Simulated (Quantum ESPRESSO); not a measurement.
## Fe: energy over the lowest, ferro + against volume, fitted and tested on a withheld row

System: Fe, 1 Fe in the cell, space group Im-3m. From the study “Fe: magnetism against volume”.

Method: PBE; plane waves with GBRV 1.5 PBE potentials (Quantum ESPRESSO 7.5). Settings shared by all rows: cutoff 544.23 eV, fermi-dirac occupations, smearing width 0.05 eV.

Computed values, one withheld:

```csv
volume (factor),"energy over the lowest, ferro + (meV an atom)"
0.88,69.1
0.91,29.1
0.94,7.0
0.97,0.0
1,6.1
1.03,?
1.06,44.0
1.09,70.0
1.12,101.1
```

Q: Fit the rows given and predict the energy over the lowest, ferro + at volume = 1.03 factor.

**Law.** Energy against volume follows the Birch–Murnaghan form, which is a polynomial in the Eulerian strain: third order, a cubic in t = (V/1)^(−2/3) − 1. In symbols, E = c0 + c1 t + c2 t² + c3 t³, with energy over the lowest, ferro + in meV an atom.

**Fit.** Least squares on 8 rows gives c0 = 6.3811, c1 = -535.721, c2 = 12095.7 and c3 = 21312.8.

```
volume (factor)          t  computed     fit  computed − fit
           0.88   0.088959      69.1   69.45           -0.35
           0.91   0.064892      29.1   28.38            0.72
           0.94   0.042113       7.0    6.86            0.14
           0.97   0.020514       0.0    0.67           -0.67
              1          0       6.1    6.38           -0.28
           1.06  -0.038101      44.0   43.17            0.83
           1.09  -0.055833      70.0   70.29           -0.29
           1.12  -0.072769     101.1  101.20           -0.10
```

The slope vanishes at t = 0.02098, so the minimum lies at V = 1 × (1 + t)^(−3/2) = 0.9693. That is the minimum of this magnetic state alone.

**Prediction.** At volume = 1.03 factor, t = -0.019513, so the law predicts 21.28 meV an atom. The computed value is 22.3 meV an atom, 1.02 above the prediction. The row lies between fitted rows, so this is an interpolation. The miss is 2.1 times the rms residual of the fit, 0.50.

[Logs and program files are shortened in this print: banners, set-up blocks, solver, clock and traceback lines can be left out without a mark of their own.]

[Logs are printed without paths, hosts, clocks, repeated set-up lines and the standing remarks that a program may print on its own settings, such as how far it seeks lower states.]

[Hosts, paths, dates, database ids (printed as entryN), source tags and the programs' standing remarks are cut or masked in the printed files.]

[Where a cell is said to come from a database of computed structures, the database is the Materials Project.]
